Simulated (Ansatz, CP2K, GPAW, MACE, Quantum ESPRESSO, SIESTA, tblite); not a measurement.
# GPAW runs on generalised stacking fault on (110) of a LiCl-LiBr solid solution (56 atoms), part 2 of 2

Aim: run generalised stacking fault on (110) of a LiCl-LiBr solid solution (56 atoms) in GPAW and see how near its forces come to a plane-wave reference, and at what cost.

Program: GPAW 26.7.0; the method stands at each step. Banners, paths, timers and routine set-up lines are dropped from the logs unmarked, and long logs keep their key lines alone; longer cuts are marked.

So far. Step 3 (PBE, LCAO szp(dzp), h 0.2 Å): Against the first run (21 %), the force difference from the reference is 32 %, at 0.86 times the CPU time, with 364 basis functions against 504: the smaller basis costs accuracy. Step 4 (PBE, grid h 0.18 Å): Against the first run (21 %), the force difference from the reference is 6.0 %, at 3.1 times the CPU time (on 2 against 1 cores) (12 SCF steps against 7).

## 5. PBE, LCAO sz(dzp), h 0.2 Å

Method: Kohn-Sham DFT, PBE, PAW, atomic orbitals (sz(dzp)).

The input, run.py:

```python
import numpy as np
from ase.io import read
from gpaw import GPAW, FermiDirac

atoms = read("structure.xyz")
atoms.calc = GPAW(
    mode="lcao",
    basis="sz(dzp)",
    h=0.2,
    xc="PBE",
    kpts={"size": (1, 1, 1), "gamma": True},
    occupations=FermiDirac(0.05),
    maxiter=200,
    symmetry={"point_group": False},
    txt="gpaw.txt",
)
energy = atoms.get_potential_energy(force_consistent=True)
forces = atoms.get_forces()
print(f"energy {energy:.6f} eV")
print("forces (eV/A)")
for i, (a, f) in enumerate(zip(atoms, forces)):
    print(f"{i:4d} {a.symbol:2s} {f[0]:10.5f} {f[1]:10.5f} {f[2]:10.5f}")
print(f"Fermi level {atoms.calc.get_fermi_level():.4f} eV")
for k in range(len(atoms.calc.get_ibz_k_points())):
    for s in range(atoms.calc.get_number_of_spins()):
        e = atoms.calc.get_eigenvalues(kpt=k, spin=s)
        n = np.searchsorted(e, atoms.calc.get_fermi_level())
        print(f"k {k} spin {s} levels about the Fermi level:", np.round(e[max(n - 6, 0):n], 4).tolist(), "|", np.round(e[n:n + 6], 4).tolist())
```

The input, structure.xyz:

```xyz
56
Lattice="7.44767 0.00000 0.00000 0.00000 5.26630 0.00000 3.41349 0.00000 26.26686" Properties=species:S:1:pos:R:3 pbc="T T T"
[... 56 atom lines left out: the same atoms as in the first run ...]
```

On the command line:

```
$ OMP_NUM_THREADS=1 python run.py > output.txt
```

Output:

```text
energy -156.502549 eV
forces (eV/A)
   0 Li   -0.23979   -0.01753   -0.30050
   1 Br    0.35060   -0.15682   -0.04951
   2 Li   -0.06809   -0.00530    0.15878
   3 Cl    0.20061    0.01807   -0.08910
   4 Li   -0.22434   -0.02619   -0.09030
   5 Cl   -0.02873    0.07225    0.04577
   6 Li   -0.17710   -0.14000    0.15585
   7 Cl   -0.03281   -0.11733    0.03451
   8 Li   -0.09836    0.05454    0.01138
   9 Cl   -0.01320    0.01652   -0.09366
  10 Li   -0.02564   -0.01162    0.00983
  11 Cl    0.04372    0.05590   -0.05076
[...]
51 Br   -0.01980   -0.03306   -0.22232
  52 Li    0.29530    0.06502    0.09220
  53 Br   -0.02334   -0.07705    0.09455
  54 Li    0.33383    0.08086   -0.04548
  55 Br   -0.28579    0.07270    0.22682
Fermi level 3.8009 eV
k 0 spin 0 levels about the Fermi level: [2.141, 2.1732, 2.1804, 2.2232, 2.2856, 2.3181] | [6.9931, 7.5339, 7.6756, 8.8906, 8.8977, 9.1743]
```

gpaw.txt:

```text
Input parameters:
  mode=LCAO(),
  basis={'default': 'sz(dzp)'},
  h=0.2,
  kpts=MonkhorstPack(size=(1, 1, 1), gamma=True),
  maxiter=200,
  occupations=Occupations(name='fermi-dirac', width=0.05, fixmagmom=False),
  symmetry=Symmetry(point_group=False),
  xc=XC(name='PBE')
[... lines left out ...]
  Fermi-Dirac:
[... lines left out ...]
convergence criteria:
- Maximum [total energy] change in last 3 cyles: 0.0005 eV / valence electron
[... lines left out ...]
Converged in 8 steps
[... lines left out ...]
  Free energy:    -156.502549
[... lines left out ...]
Fermi level: 3.801
[... lines left out ...]
|          0 |       -11.321 |     2.000 |
|        ... |               |           |
|        104 |         2.098 |     2.000 |
|        105 |         2.111 |     2.000 |
[...]
|        119 |         9.366 |     0.000 |
|        ... |               |           |
|        138 |        12.108 |     0.000 |
Gap: 4.675 eV
Transition (v -> c):
  (s=0, k=0, n=111, [0.00, 0.00, 0.00]) -> (s=0, k=0, n=112, [0.00, 0.00, 0.00])
No difference between direct/indirect transitions
Force computation time: 3.202  # s
timing:  # [seconds]
  Total:  23.694  # ━━━━━━━━━━━━━━━━━━━━━━━━━━━━━━━━━━━━━━━━━━━━━━━━━━━━━━━━━
  Init:    5.684  # ━━━━━━━━━━━━━╸
  SCF:    14.779  # ━━━━━━━━━━━━━━━━━━━━━━━━━━━━━━━━━━━╸
  Forces:  3.202  # ━━━━━━━╸
```

Elapsed: 25 s, on 1 thread of Arm Neoverse V1, shared host; peak memory 0.8 GiB.

Against the reference:

```
r.m.s. force component                           : 0.1369 eV/Å
r.m.s. difference of force components            : 34.6 meV/Å
longest difference of force vectors              : 111.2 meV/Å
force difference over r.m.s. force               : 31.45 %
slope of forces against the reference's          : 1.224
correlation of force components                  : 0.9842
gap (highest filled to lowest empty level) : 4.675 eV
gap difference                                   : -0.7822 eV
```

This is a coarse setting, run to see what it loses.

Against the first run (21 %), the force difference from the reference is 31 %, at 0.39 times the CPU time, with 140 basis functions against 504: the smaller basis costs accuracy.

## 6. PBE, LCAO dzp, h 0.16 Å

Method: Kohn-Sham DFT, PBE, PAW, atomic orbitals (dzp).

Edit run.py of step 5 so:

```diff
@@ -7,4 +7,4 @@
     mode="lcao",
-    basis="sz(dzp)",
-    h=0.2,
+    basis="dzp",
+    h=0.16,
     xc="PBE",
```

structure.xyz is that of step 5.

Output:

```text
energy -193.552562 eV
forces (eV/A)
   0 Li   -0.21863    0.01347   -0.36312
   1 Br    0.30447   -0.15039    0.00316
   2 Li   -0.06427   -0.00298    0.19894
   3 Cl    0.09145    0.02995   -0.09893
   4 Li   -0.22466    0.00919   -0.12914
   5 Cl   -0.05056    0.04360    0.05739
[...]
53 Br   -0.00628   -0.03099    0.07923
  54 Li    0.34595    0.03114   -0.04943
  55 Br   -0.24698    0.07959    0.20839
Fermi level 3.7382 eV
k 0 spin 0 levels about the Fermi level: [0.7933, 0.8207, 0.8367, 0.8787, 0.917, 1.0644] | [6.4796, 6.8984, 7.0173, 7.8309, 7.9002, 7.9354]
```

gpaw.txt:

```text
Input parameters:
  mode=LCAO(),
  basis={'default': 'dzp'},
  h=0.16,
  kpts=MonkhorstPack(size=(1, 1, 1), gamma=True),
  maxiter=200,
  occupations=Occupations(name='fermi-dirac', width=0.05, fixmagmom=False),
[... lines left out ...]
  Fermi-Dirac:
[... lines left out ...]
convergence criteria:
- Maximum [total energy] change in last 3 cyles: 0.0005 eV / valence electron
[... lines left out ...]
Converged in 7 steps
[... lines left out ...]
  Free energy:    -193.552562
[... lines left out ...]
Fermi level: 3.738
[... lines left out ...]
|        ... |               |           |
|        138 |         9.127 |     0.000 |
Gap: 5.415 eV
Transition (v -> c):
  (s=0, k=0, n=111, [0.00, 0.00, 0.00]) -> (s=0, k=0, n=112, [0.00, 0.00, 0.00])
No difference between direct/indirect transitions
Force computation time: 23.811  # s
timing:  # [seconds]
  Total:  106.095  # ━━━━━━━━━━━━━━━━━━━━━━━━━━━━━━━━━━━━━━━━━━━━━━━━━━━━━━━━
  Init:     9.752  # ━━━━━
  SCF:     72.502  # ━━━━━━━━━━━━━━━━━━━━━━━━━━━━━━━━━━━━━━╸
  Forces:  23.811  # ━━━━━━━━━━━━╸
```

Wall time 1.8 min (1 thread); peak memory 1.8 GiB.

Against the reference:

| Item | Value |
| --- | --- |
| r.m.s. force component | 0.1283 eV/Å |
| r.m.s. difference of force components | 21.11 meV/Å |
| longest difference of force vectors | 76.04 meV/Å |
| force difference over r.m.s. force | 19.19 % |
| slope of forces against the reference's | 1.161 |
| correlation of force components | 0.996 |
| gap (highest filled to lowest empty level) | 5.415 eV |
| gap difference | -0.042 eV |
| energy less the same-level run's | -18.8 meV/atom |
| r.m.s. force difference from the same-level run | 9.65 meV/Å |

Against the first run (21 %), the force difference from the reference is 19 %, at 1.7 times the CPU time: the tighter setting removes part of the difference.

## 7. All runs compared

Differences are against the plane-wave reference, forces as r.m.s. over components; share is that over the reference's r.m.s. force, slope the least-squares factor from reference forces to these. Total energies of different programs have different zeros and aren't compared.

```
                                      run  Δ force, r.m.s. (meV/Å)  share (%)  slope  Δ gap (eV)  cores  CPU time  memory (GiB)
                                reference                        -          -      -           -      2   7.9 min           2.0
              GPAW PBE, LCAO dzp, h 0.2 Å                     23.1       21.0  1.163     -0.0418      1      64 s           1.0
GPAW PBE, LCAO szp(dzp), h 0.2 Å (coarse)                     35.4       32.2  1.284     -0.0607      1      55 s          0.98
                  GPAW PBE, grid h 0.18 Å                     6.57       5.98  1.017     -0.0037      2   3.3 min           1.8
 GPAW PBE, LCAO sz(dzp), h 0.2 Å (coarse)                     34.6       31.5  1.224      -0.782      1      25 s           0.8
             GPAW PBE, LCAO dzp, h 0.16 Å                     21.1       19.2  1.161      -0.042      1   1.8 min           1.8
```

Rows marked coarse were listed beforehand as settings not expected to be converged; some can still land near the reference.

CPU time is summed over cores on a shared host, where runs went side by side, so it is rough. Symmetry, cutoffs, thresholds, outputs and thread counts weren't matched or tuned between programs; memory under MPI is the largest rank's times the ranks.

Within one program, basis, potentials and functional, energies share a zero. Each run against its twin at the usual cutoff or grid and solver:

```
                         run               twin  Δ energy (meV/atom)  Δ force, r.m.s. (meV/Å)  CPU time over the twin's
GPAW PBE, LCAO dzp, h 0.16 Å  LCAO dzp, h 0.2 Å                -18.8                     9.65                       1.7
```

## 8. Results

```
nearest in forces : GPAW PBE, grid h 0.18 Å, 6.0 %
its CPU time      : 3.3 min
```

PBE on plane waves or a grid with other potentials, cutoffs or grids, coarse settings apart, differs from the reference by 6.0 % (GPAW PBE, grid h 0.18 Å) of the r.m.s. force; this holds the reference's own error, so differences of a few per cent don't tell which side is nearer the exact PBE result. The PBE runs in local orbitals, coarse settings apart, differ by 19 % (GPAW PBE, LCAO dzp, h 0.16 Å) to 21 % (GPAW PBE, LCAO dzp, h 0.2 Å); basis, grid and potentials can all enter. Runs with settings chosen to be coarse differ by 31 % (GPAW PBE, LCAO sz(dzp), h 0.2 Å) to 32 % (GPAW PBE, LCAO szp(dzp), h 0.2 Å), their programs' other errors included. Of the electronic-structure runs that take under half the reference's CPU time, GPAW PBE, grid h 0.18 Å comes nearest, at 6.0 % in 3.3 min against 7.9 min. GPAW PBE, LCAO szp(dzp), h 0.2 Å stiffens the forces by a factor of 1.28 while following their directions (correlation 0.993); the slopes of the 5 GPAW runs lie between 1.02 and 1.28. At the same functional, gaps differ from the reference's 5.46 eV by between -0.78 and -0.00 eV. These are spacings on the run's k-points, which needn't hold the band edges. The potentials hold different valence shells: 280 electrons in the reference, 224 in GPAW; this bears on time and differences. The cell is under 6 Å thick along one periodic direction, so every atom has periodic images of itself close by, which move with it and show among its neighbours and in g(r). The reference's stress is far from hydrostatic: its diagonal is 3.0, -3.0, -0.8 GPa, compression counted positive. The host structure and its lattice constant were typed by rule, without a check against the phase diagram. The electronic-structure runs sample only Γ, in a cell whose shortest periodic width is 5 Å.

[Also dropped from logs without a mark: logging warnings of Python, and SIESTA's first energy breakdown and zero terms.]

[Logs are printed without paths, hosts, clocks, repeated set-up lines and the standing remarks that a program may print on its own settings, such as how far it seeks lower states.]

[Hosts, paths, dates, database ids (printed as entryN), source tags and the programs' standing remarks are cut or masked in the printed files.]
